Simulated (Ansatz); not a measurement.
## Site preference of Al in place of Si in amorphous Si (76 atoms)

Aim: make Al in place of Si at several sites of amorphous Si (76 atoms), relax each, and compare their energies.

Program: Ansatz 0.2.0. Level of theory: Kohn-Sham DFT, PBEsol, PAW (set soft_2), plane waves. Results are calculated unless marked as measured.

## Step 1: Set-up

The cell holds 76 atoms: 76 Si. Cell: a = 11.521 Å, b = 11.521 Å, c = 11.521 Å, α = 90.0°, β = 90.0°, γ = 90.0°. 76 atoms (76 Si) placed at random at 2.32 g/cm³, melted at 3500 K for 10 ps at fixed volume with the Tersoff potential (Tersoff, Phys. Rev. B 39, 5566 (1989)). Quenched from 3100 K to 500 K at 10 K/ps and fixed volume, annealed at 900 K for 50 ps, held 5 ps.

Limits known from the start: The quench rate of 10 K/ps is orders of magnitude faster than experiment, which tends to freeze in extra defects. The starting topology of bonds comes from the classical model, and needn't be the one that DFT or experiment would give. Sampling is at Γ alone, for a cell whose shortest periodic width is 12 Å.

## Step 2: Single point at the start

A single point comes first, to see the forces before anything moves.

input.yaml reads:

```yaml
crystal:
  lattice:
    - [11.5206, 0.0, 0.0]
    - [0.0, 11.5206, 0.0]
    - [0.0, 0.0, 11.5206]
  atoms:
    - { symbol: Si, position: [0.95, 0.28552, 0.07037] }
    - { symbol: Si, position: [0.64106, 0.37171, 0.10822] }
    - { symbol: Si, position: [0.06368, 0.07066, 0.20779] }
    - { symbol: Si, position: [0.29236, 0.29258, 0.07379] }
    - { symbol: Si, position: [0.89287, 0.31356, 0.57323] }
    - { symbol: Si, position: [0.69684, 0.04495, 0.04457] }
    - { symbol: Si, position: [0.69534, 0.29656, 0.58705] }
    - { symbol: Si, position: [0.4938, 0.7925, 0.74485] }
    - { symbol: Si, position: [0.20573, 0.5953, 0.2961] }
    - { symbol: Si, position: [0.22056, 0.80848, 0.58627] }
    - { symbol: Si, position: [0.87022, 0.62539, 0.46932] }
    - { symbol: Si, position: [0.81901, 0.62821, 0.80846] }
    - { symbol: Si, position: [0.2523, 0.20827, 0.88077] }
    - { symbol: Si, position: [0.12072, 0.4444, 0.73406] }
    - { symbol: Si, position: [0.99357, 0.05757, 0.71783] }
    - { symbol: Si, position: [0.2888, 0.30945, 0.69567] }
    - { symbol: Si, position: [0.29405, 0.9171, 0.03733] }
    - { symbol: Si, position: [0.03432, 0.16731, 0.90136] }
    - { symbol: Si, position: [0.7671, 0.54377, 0.11797] }
    - { symbol: Si, position: [0.96724, 0.50327, 0.03988] }
    - { symbol: Si, position: [0.27633, 0.86382, 0.39973] }
    - { symbol: Si, position: [0.53303, 0.97594, 0.15672] }
    - { symbol: Si, position: [0.31265, 0.35567, 0.46859] }
    - { symbol: Si, position: [0.66371, 0.22923, 0.77096] }
    - { symbol: Si, position: [0.95813, 0.77817, 0.76921] }
    - { symbol: Si, position: [0.21972, 0.57791, 0.86097] }
    - { symbol: Si, position: [0.6526, 0.3857, 0.9099] }
    - { symbol: Si, position: [0.33483, 0.65216, 0.70124] }
    - { symbol: Si, position: [0.4369, 0.71169, 0.38334] }
    - { symbol: Si, position: [0.55015, 0.7061, 0.92803] }
    - { symbol: Si, position: [0.3985, 0.1341, 0.17345] }
    - { symbol: Si, position: [0.452, 0.24083, 0.34839] }
    - { symbol: Si, position: [0.3392, 0.48631, 0.00599] }
    - { symbol: Si, position: [0.05768, 0.67875, 0.94308] }
    - { symbol: Si, position: [0.32414, 0.08017, 0.43076] }
    - { symbol: Si, position: [0.99064, 0.99008, 0.0301] }
    - { symbol: Si, position: [0.76493, 0.21411, 0.13464] }
    - { symbol: Si, position: [0.11769, 0.29032, 0.40339] }
    - { symbol: Si, position: [0.11996, 0.2684, 0.19324] }
    - { symbol: Si, position: [0.56597, 0.5641, 0.39478] }
    - { symbol: Si, position: [0.48467, 0.98864, 0.75568] }
    - { symbol: Si, position: [0.74266, 0.61316, 0.61405] }
    - { symbol: Si, position: [0.55781, 0.85215, 0.46454] }
    - { symbol: Si, position: [0.79897, 0.81713, 0.25631] }
    - { symbol: Si, position: [0.05053, 0.47341, 0.23422] }
    - { symbol: Si, position: [0.31806, 0.01671, 0.85336] }
    - { symbol: Si, position: [0.50328, 0.50569, 0.88641] }
    - { symbol: Si, position: [0.66175, 0.04506, 0.83544] }
    - { symbol: Si, position: [0.1144, 0.81831, 0.07115] }
    - { symbol: Si, position: [0.65, 0.9441, 0.30871] }
    - { symbol: Si, position: [0.81737, 0.88369, 0.06603] }
    - { symbol: Si, position: [0.76281, 0.11168, 0.31459] }
    - { symbol: Si, position: [0.7476, 0.70765, 0.9852] }
    - { symbol: Si, position: [0.50111, 0.43089, 0.25229] }
    - { symbol: Si, position: [0.44929, 0.78704, 0.08282] }
    - { symbol: Si, position: [0.0185, 0.73878, 0.58223] }
    - { symbol: Si, position: [0.43618, 0.47117, 0.69094] }
    - { symbol: Si, position: [0.96359, 0.82128, 0.38213] }
    - { symbol: Si, position: [0.25277, 0.99783, 0.22608] }
    - { symbol: Si, position: [0.12654, 0.77968, 0.27882] }
    - { symbol: Si, position: [0.82312, 0.93815, 0.74329] }
    - { symbol: Si, position: [0.50458, 0.0323, 0.54696] }
    - { symbol: Si, position: [0.60671, 0.47635, 0.57084] }
    - { symbol: Si, position: [0.954, 0.02662, 0.36787] }
    - { symbol: Si, position: [0.96378, 0.31555, 0.76733] }
    - { symbol: Si, position: [0.62366, 0.17242, 0.45229] }
    - { symbol: Si, position: [0.98445, 0.44397, 0.4331] }
    - { symbol: Si, position: [0.18186, 0.97773, 0.71227] }
    - { symbol: Si, position: [0.10475, 0.54941, 0.56191] }
    - { symbol: Si, position: [0.39065, 0.60798, 0.19274] }
    - { symbol: Si, position: [0.84861, 0.43674, 0.87527] }
    - { symbol: Si, position: [0.30709, 0.57257, 0.48685] }
    - { symbol: Si, position: [0.01095, 0.14443, 0.52163] }
    - { symbol: Si, position: [0.21074, 0.13566, 0.58545] }
    - { symbol: Si, position: [0.6781, 0.80825, 0.62816] }
    - { symbol: Si, position: [0.74478, 0.62715, 0.3055] }
kpoints:
  mp_grid: { grid: [1, 1, 1] }
hamiltonian:
  xc: pbesol
scf:
  occupations: { method: gaussian, width: 0.025 }
output:
  forces: true
```

The run is started by

```console
ansatz run input.yaml --threads 4 --pin off --max-ram 8192MiB --backend cpu --events-out ev --progress --plain --runs-dir out
```

Numbers of over 12 decimals in the logs are rounded to 6 here.

Output:

```text
Engine: ansatz 0.2.0, aarch64-unknown-linux-gnu
Pseudopotentials: kind: paw
Pseudopotential: Si, paw, valence charge 4, recommended cutoff 420 eV (normal), Si.paw.azcp
Functional definition: PBEsol
  exchange = pbesol_x
  correlation = pbesol_c
Crystal: 76 atoms, lattice volume = 1529.063 Å³
Basis set: ecut = 420 eV, 29855 PW (Γ), exchange–correlation on 160×160×160 points (8 copies of the dense FFT grid, shifted against one another)
Bands: 228, of which v1, the nominal top of the filled ones, is band 152 counted from 1 (151 counted from 0)
Symmetry: 1 space group operations
Space group: P1 (ITA 1), of the structure as read, at distance tolerance 1.2e-4 Å
k-points: 1
Non-local potential: Si, projectors of the file, l = 0: 2, l = 1: 2, l = 2: 2
PAW form: soft (Blöchl's): semilocal exchange-correlation on the pseudo side does not see the compensation charge
PAW frozen core: Si, regenerated for the run's functional, and the local potential with it (the file was generated under x = pbe(κ = 0.804, μ = 0.219515), c = pbe(β = 0.066725))
PAW one-centre angular grid: Si, 110 points (default); XC on 64 Gauss nodes
Initial density: superposition of atomic densities (neutral atoms: chi_scale 0, normalization atom), corrected by the library's trained network
Initial wavefunctions: pseudopotential atomic-orbital guess
Functional: x = pbesol(κ = 0.804, μ = 0.123457), c = pbesol(β = 0.046)
SCF iter   1: F=—  HF=-47208.963596 eV  |F-HF|=—  |Δ(HF+E_count)|=         —  Δρ=4.57e-3  dr2=8.65e-1  ethr=1.77e-3  ⟨swp⟩=6.0  Hψ=1065  notcnv=0  defer=32
preconditioner: auto → Resta (q_TF=auto, 2.084 Å⁻¹)  ε∞=6.0  [insulator: Δε(μ)=0.135 eV  Ē_g=7.400 eV  σ=0.025 eV  W_gap=1.00  n_scr=250 (ndim 8)  ℏωp=16.6 eV  f_vac=0.001  D(μ)=0.06/eV (n_scr^D=0)  ε∞_Penn≈6.0]
SCF iter   2: F=—  HF=-47208.836236 eV  |F-HF|=—  |Δ(HF+E_count)|=   1.27e-1  Δρ=2.42e-3  dr2=1.53e-1  ethr=2.84e-4  ⟨swp⟩=1.0  Hψ=263  notcnv=0  defer=52
SCF iter   3: F=—  HF=-47208.814129 eV  |F-HF|=—  |Δ(HF+E_count)|=   2.21e-2  Δρ=1.15e-3  dr2=2.57e-2  ethr=5.03e-5  ⟨swp⟩=3.0  Hψ=271  notcnv=0  defer=13
automatic band count: iteration 3 solves 176 bands in place of 228: the levels show a gap, and the empty bands left out lie too high to hold charge; the band table lists the bands solved (type scf.n_extra_bands for more)
SCF iter   4: F=—  HF=-47208.809857 eV  |F-HF|=—  |Δ(HF+E_count)|=   4.27e-3  Δρ=1.89e-4  dr2=1.30e-3  ethr=8.47e-6  ⟨swp⟩=3.0  Hψ=315  notcnv=0  defer=13
SCF iter   5: F=—  HF=-47208.809951 eV  |F-HF|=—  |Δ(HF+E_count)|=   9.38e-5  Δρ=5.05e-5  dr2=1.21e-4  ethr=4.27e-7  ⟨swp⟩=3.0  Hψ=310  notcnv=0  defer=13
SCF iter   6: F=—  HF=-47208.810025 eV  |F-HF|=—  |Δ(HF+E_count)|=   7.34e-5  Δρ=1.60e-5  dr2=1.62e-5  ethr=3.97e-8  ⟨swp⟩=2.0  Hψ=244  notcnv=0  defer=13
SCF iter   7: F=—  HF=-47208.810034 eV  |F-HF|=—  |Δ(HF+E_count)|=   9.20e-6  Δρ=5.88e-6  dr2=2.32e-6  ethr=5.33e-9  ⟨swp⟩=2.0  Hψ=257  notcnv=0  defer=13
SCF iter   8: F=—  HF=-47208.810035 eV  |F-HF|=—  |Δ(HF+E_count)|=   1.48e-6  Δρ=2.26e-6  dr2=2.96e-7  ethr=7.64e-10  ⟨swp⟩=2.0  Hψ=298  notcnv=0  defer=13
SCF iter   9: F=-47208.810036 eV  HF=-47208.810036 eV  |F-HF|=1.63e-9  |Δ(HF+E_count)|=   2.66e-7  Δρ=8.94e-7  dr2=5.20e-8  ethr=3.29e-11  ⟨swp⟩=5.0  Hψ=643  notcnv=0
SCF 1 converged in 9 iterations: F = -47208.810036 eV  dr2 = 5.20e-8
  greatest PAW one-centre occupation: 0.683 electrons in one spin orbital (limit 2), on the Si atom at site 37 (counted from 0), in its partial waves of l = 0
SCF converged after 9 iterations
Free energy (F): -47208.810036 eV
Harris-Foulkes:  -47208.810036 eV  (|F-HF|=1.63e-9)
Internal energy: -47208.809362 eV  (E = F + TS)
E sigma→0 (E₀):  -47208.809699 eV
Entropy (-TS):   -0.000674 eV (-0.009 meV/atom)
Fermi energy:    6.328911 eV
--- Per-component energies (eV) ---
  E_band       = 346.432063
  E_kinetic    = 3020.204461
  E_local      = -2317.912116  (includes V_loc(G=0)·N_el)
  E_nonlocal   = 1964.472064
  E_hartree    = 695.922886
  E_xc         = -4142.252397
  E_vxc        = -3540.334715  (∫ρ·V_xc dr)
  E_paw        = -37902.785447  (= ΣΔE_a)
  E_vpaw       = -171.841116  (= ΣTr[D̂ρ^β])
  E_aug_tail   = 0.000479  (compensation charges beyond the density's cutoff)
  E_ewald      = -8528.857901
  E_core_change = 2.398610  (= ΣΔE_core)
  E_smearing   = -0.000674  (= −TS)
  E_closure    = 0.000000  (closes the sum)
  Σ components = -47208.810036   (vs F -47208.810036, Δ=0.00e0)
--- Forces (eV/Å), atoms counted from 1 ---
  atom   1  Si     0.43564869     0.00707947    -0.55661082
  atom   2  Si     0.27584818     0.70904632     0.64279869
  atom   3  Si    -0.02138358    -0.18597357    -0.72486328
  atom   4  Si    -0.04287143    -0.79803683    -0.65809084
  atom   5  Si     1.24741538    -0.51308563    -0.16688142
  atom   6  Si    -1.01660037    -0.48590180    -0.59935727
  atom   7  Si    -0.28259517     0.23420486     0.11127412
  atom   8  Si     0.93292957    -1.40597437     0.18521317
  atom   9  Si     0.77606577    -0.60323555     0.16057287
  atom  10  Si    -0.16373852     0.12945375     1.11628458
  atom  11  Si     1.07134733    -0.63844210    -1.16708934
  atom  12  Si     0.54625532    -0.25561647    -0.64602118
  atom  13  Si    -0.61634893     0.10682746     0.64690845
  atom  14  Si     1.06353415    -0.20169575     0.15663829
[...]
atom  75  Si    -0.42993133     0.03728470     0.06582349
  atom  76  Si    -0.28684482     0.08616153    -0.47769294
  max |Σ_I F_I| component: 3.73e-5 eV/Å
```

Elapsed: 8.2 s, on 4 threads of Arm Neoverse V1, shared host; peak memory 1.3 GiB; 30 s of CPU time.

The r.m.s. force at the start is 0.59 eV/Å.

## Step 3: Relaxation

The atoms are relaxed in the fixed cell, aiming at the force tolerance of the input.

input.yaml reads:

```yaml
crystal:
  lattice:
    - [11.5206, 0.0, 0.0]
    - [0.0, 11.5206, 0.0]
    - [0.0, 0.0, 11.5206]
  atoms:
    [... the 76 atom lines of step 2 ...]
kpoints:
  mp_grid: { grid: [1, 1, 1] }
hamiltonian:
  xc: pbesol
scf:
  occupations: { method: gaussian, width: 0.025 }
output:
  forces: true
relax:
  f_tol: 0.05
  max_steps: 120
```

Output:

```text
[...]
Crystal: 76 atoms, lattice volume = 1529.063 Å³
Basis set: ecut = 420 eV, 29855 PW (Γ), exchange–correlation on 160×160×160 points (8 copies of the dense FFT grid, shifted against one another)
Bands: 228, of which v1, the nominal top of the filled ones, is band 152 counted from 1 (151 counted from 0)
Symmetry: 1 space group operations
[...]
k-points: 1
[...]
SCF iter   1: F=—  HF=-47208.963596 eV  |F-HF|=—  |Δ(HF+E_count)|=         —  Δρ=4.57e-3  dr2=8.65e-1  ethr=1.77e-3  ⟨swp⟩=6.0  Hψ=1065  notcnv=0  defer=32
[...]
SCF iter   5: F=—  HF=-47208.809994 eV  |F-HF|=—  |Δ(HF+E_count)|=   1.02e-4  Δρ=5.05e-5  dr2=1.23e-4  ethr=4.78e-7  ⟨swp⟩=3.0  Hψ=295  notcnv=0  defer=65
SCF iter   6: F=-47208.810025 eV  HF=-47208.810028 eV  |F-HF|=2.66e-6  |Δ(HF+E_count)|=   3.40e-5  Δρ=1.64e-5  dr2=1.73e-5  ethr=2.06e-8  ⟨swp⟩=3.0  Hψ=751  notcnv=0
SCF 1 converged in 6 iterations: F = -47208.810025 eV  dr2 = 1.73e-5
[...]
relax step   1: F+E_penalty+E_count = -47208.81002503 eV  Δ(F+E_penalty+E_count) = +0.000e0 eV  max|allowed force component| = 2.079e0 eV/Å  Δτ_max = 0.0000 Å  (6 SCF iters, dr2 threshold 6.25e-5 eV, accepted)
[...]
relax step   2: F+E_penalty+E_count = -47212.10079753 eV  Δ(F+E_penalty+E_count) = -3.291e0 eV  max|allowed force component| = 6.943e-1 eV/Å  Δτ_max = 0.1973 Å  (7 SCF iters, dr2 threshold 1.00e-4 eV, accepted)
[...]
relax step   3: F+E_penalty+E_count = -47212.83383575 eV  Δ(F+E_penalty+E_count) = -7.330e-1 eV  max|allowed force component| = 4.250e-1 eV/Å  Δτ_max = 0.2000 Å  (7 SCF iters, dr2 threshold 3.01e-5 eV, accepted)
relax step   4: F+E_penalty+E_count = -47213.09397811 eV  Δ(F+E_penalty+E_count) = -2.601e-1 eV  max|allowed force component| = 1.497e-1 eV/Å  Δτ_max = 0.1964 Å  (6 SCF iters, dr2 threshold 2.01e-5 eV, accepted)
relax step   5: F+E_penalty+E_count = -47213.14014327 eV  Δ(F+E_penalty+E_count) = -4.617e-2 eV  max|allowed force component| = 2.362e-1 eV/Å  Δτ_max = 0.2000 Å  (8 SCF iters, dr2 threshold 2.78e-6 eV, accepted)
relax step   6: F+E_penalty+E_count = -47213.21823527 eV  Δ(F+E_penalty+E_count) = -7.809e-2 eV  max|allowed force component| = 9.846e-2 eV/Å  Δτ_max = 0.0949 Å  (6 SCF iters, dr2 threshold 6.93e-6 eV, accepted)
relax step   7: F+E_penalty+E_count = -47213.24847960 eV  Δ(F+E_penalty+E_count) = -3.024e-2 eV  max|allowed force component| = 1.265e-1 eV/Å  Δτ_max = 0.0548 Å  (9 SCF iters, accepted)
relax step   8: F+E_penalty+E_count = -47213.27006228 eV  Δ(F+E_penalty+E_count) = -2.158e-2 eV  max|allowed force component| = 2.024e-1 eV/Å  Δτ_max = 0.1973 Å  (8 SCF iters, dr2 threshold 2.78e-6 eV, accepted)
relax step   9: F+E_penalty+E_count = -47213.29385251 eV  Δ(F+E_penalty+E_count) = -2.379e-2 eV  max|allowed force component| = 7.791e-2 eV/Å  Δτ_max = 0.0942 Å  (5 SCF iters, dr2 threshold 4.10e-5 eV, accepted)
relax step  10: F+E_penalty+E_count = -47213.30378276 eV  Δ(F+E_penalty+E_count) = -9.930e-3 eV  max|allowed force component| = 5.376e-2 eV/Å  Δτ_max = 0.0299 Å  (8 SCF iters, accepted)
relax step  11: F+E_penalty+E_count = -47213.31340483 eV  Δ(F+E_penalty+E_count) = -9.622e-3 eV  max|allowed force component| = 5.435e-2 eV/Å  Δτ_max = 0.0535 Å  (9 SCF iters, accepted)
[...]
relax step  12: F+E_penalty+E_count = -47213.31858388 eV  Δ(F+E_penalty+E_count) = -5.179e-3 eV  max|allowed force component| = 2.891e-2 eV/Å  Δτ_max = 0.0361 Å  (8 SCF iters, accepted)
SCF converged after 8 iterations
Free energy (F): -47213.318584 eV
[...]
Internal energy: -47213.318584 eV  (E = F + TS)
E sigma→0 (E₀):  -47213.318584 eV
Fermi energy:    6.197497 eV
[...]
Σ components = -47213.318584   (vs F -47213.318584, Δ=0.00e0)
--- Forces (eV/Å), atoms counted from 1 ---
  atom   1  Si    -0.00223108     0.00485068    -0.00204407
  atom   2  Si     0.00687798    -0.00364361    -0.01653048
  atom   3  Si     0.00814234     0.00702376     0.01508029
  atom   4  Si     0.00362756     0.00203410     0.00109392
[...]
atom  76  Si     0.00292263    -0.00308772     0.01309199
  max |Σ_I F_I| component: 1.86e-5 eV/Å
--- Relaxed structure (12 steps of the walk, 12 accepted, 0 SCFs on fresh bases) ---
  F+E_penalty+E_count = -47213.31858388 eV   max|allowed force component| = 2.891e-2 eV/Å
  atoms:
    - { symbol: Si, position: [0.948636, 0.267203, 0.049894] }
    - { symbol: Si, position: [0.657088, 0.373343, 0.117485] }
    - { symbol: Si, position: [0.055423, 0.052890, 0.206604] }
    - { symbol: Si, position: [0.284872, 0.276446, 0.064746] }
[...]
- { symbol: Si, position: [0.738706, 0.624748, 0.293638] }
```

Wall time 77 s (4 threads); peak memory 1.3 GiB; 4.9 min of CPU time.

The relaxation converged after 12 steps, 4.51 eV below its start, with a largest force component of 0.029 eV/Å.

## Step 4: Single point at the relaxed geometry

The electronic structure is read at the final geometry, in a run of its own.

input.yaml reads:

```yaml
crystal:
  lattice:
    - [11.5206, 0.0, 0.0]
    - [0.0, 11.5206, 0.0]
    - [0.0, 0.0, 11.5206]
  atoms:
    - { symbol: Si, position: [0.94864, 0.2672, 0.04989] }
    - { symbol: Si, position: [0.65709, 0.37334, 0.11749] }
    - { symbol: Si, position: [0.05542, 0.05289, 0.2066] }
    - { symbol: Si, position: [0.28487, 0.27645, 0.06475] }
    - { symbol: Si, position: [0.89845, 0.32825, 0.56187] }
    - { symbol: Si, position: [0.68794, 0.03459, 0.04182] }
    [... 64 atom lines left out ...]
    - { symbol: Si, position: [0.8433, 0.44964, 0.87121] }
    - { symbol: Si, position: [0.3016, 0.56448, 0.48097] }
    - { symbol: Si, position: [0.00518, 0.15664, 0.53136] }
    - { symbol: Si, position: [0.21192, 0.14984, 0.59075] }
    - { symbol: Si, position: [0.68184, 0.80881, 0.63276] }
    - { symbol: Si, position: [0.73871, 0.62475, 0.29364] }
kpoints:
  mp_grid: { grid: [1, 1, 1] }
hamiltonian:
  xc: pbesol
scf:
  occupations: { method: gaussian, width: 0.025 }
output:
  forces: true
  stress: true
  populations: true
  dos:
    method: { smearing: { sigma: 0.1 } }
    de: 0.1
    projected: { site_lists: { Si: [Si] } }
  eigenvalues: true
  write_density: true
  write_potential: true
  volumetric_format: npy
```

Output:

```text
[...]
Crystal: 76 atoms, lattice volume = 1529.063 Å³
Basis set: ecut = 420 eV, 29855 PW (Γ), exchange–correlation on 160×160×160 points (8 copies of the dense FFT grid, shifted against one another)
Bands: 228, of which v1, the nominal top of the filled ones, is band 152 counted from 1 (151 counted from 0)
Symmetry: 1 space group operations
[...]
k-points: 1
[...]
SCF iter   1: F=—  HF=-47213.472970 eV  |F-HF|=—  |Δ(HF+E_count)|=         —  Δρ=4.40e-3  dr2=8.98e-1  ethr=1.77e-3  ⟨swp⟩=6.0  Hψ=1061  notcnv=0  defer=32
[...]
SCF iter  11: F=-47213.318584 eV  HF=-47213.318584 eV  |F-HF|=4.08e-8  |Δ(HF+E_count)|=   9.09e-8  Δρ=8.05e-7  dr2=7.97e-8  ethr=3.29e-11  ⟨swp⟩=19.0  Hψ=1966  notcnv=0
SCF 1 converged in 11 iterations: F = -47213.318584 eV  dr2 = 7.97e-8
[...]
SCF converged after 11 iterations
Free energy (F): -47213.318584 eV
[...]
Internal energy: -47213.318584 eV  (E = F + TS)
E sigma→0 (E₀):  -47213.318584 eV
Fermi energy:    6.197509 eV
[...]
--- Forces (eV/Å), atoms counted from 1 ---
  atom   1  Si    -0.00239906     0.00513865    -0.00183336
  atom   2  Si     0.00633215    -0.00298384    -0.01717804
  atom   3  Si     0.00845765     0.00686262     0.01546565
  atom   4  Si     0.00409790     0.00173945     0.00019206
  atom   5  Si    -0.00290564    -0.00059216     0.00474643
  atom   6  Si    -0.00926187    -0.00406234     0.00152073
  atom   7  Si     0.00978758    -0.00339959     0.00078634
  atom   8  Si    -0.00222933     0.00944710     0.01059807
  atom   9  Si    -0.00869319     0.00212911    -0.00220288
  atom  10  Si    -0.00314619    -0.00890383    -0.00256609
  atom  11  Si     0.00787378     0.02278148     0.02907483
  atom  12  Si    -0.00045329     0.00692399     0.00090105
  atom  13  Si     0.00540076     0.00861592    -0.00169789
  atom  14  Si    -0.00073076     0.00533574    -0.00276106
[...]
atom  75  Si     0.00125258     0.01085531     0.00350191
  atom  76  Si     0.00181877    -0.00399638     0.01327074
  max |Σ_I F_I| component: 2.90e-5 eV/Å
--- Stress (GPa, compression-positive) ---
       -1.981875      -0.477913       1.348527
       -0.477913      -2.774389       1.582617
        1.348527       1.582617      -1.761447
  P = ⅓ Tr σ = -2.1726 GPa (-21.726 kbar)
--- Band table (eV) ---
[...]
--- Löwdin populations: 76 sites ---
  site symbol       q [e]
     0     Si      3.9128
     1     Si      3.9632
     2     Si      3.9316
[...]
75     Si      4.0397
  spilling = 0.011812 (of n_electrons = 304.000000)
```

Wall time 18 s (4 threads); peak memory 1.3 GiB.

The run gave:

```yaml
free_energy: -47213.3186 eV
free_energy_per_atom: -621.2279 eV/atom
scf_cycles: 11
pressure: -2.173 GPa
r_m_s_force_component: 0.00843 eV/Å
longest_force: 0.03777 eV/Å
fermi_energy: 6.198 eV
spacing_of_highest_filled_and_lowest_empty_level: 0.2615 eV
spilling_of_the_projection: 0.01181
```

[end of part 1 of 3]

[Logs are printed without paths, hosts, clocks, repeated set-up lines and the standing remarks that a program may print on its own settings, such as how far it seeks lower states.]

[Hosts, paths, dates, database ids (printed as entryN), source tags and the programs' standing remarks are cut or masked in the printed files.]
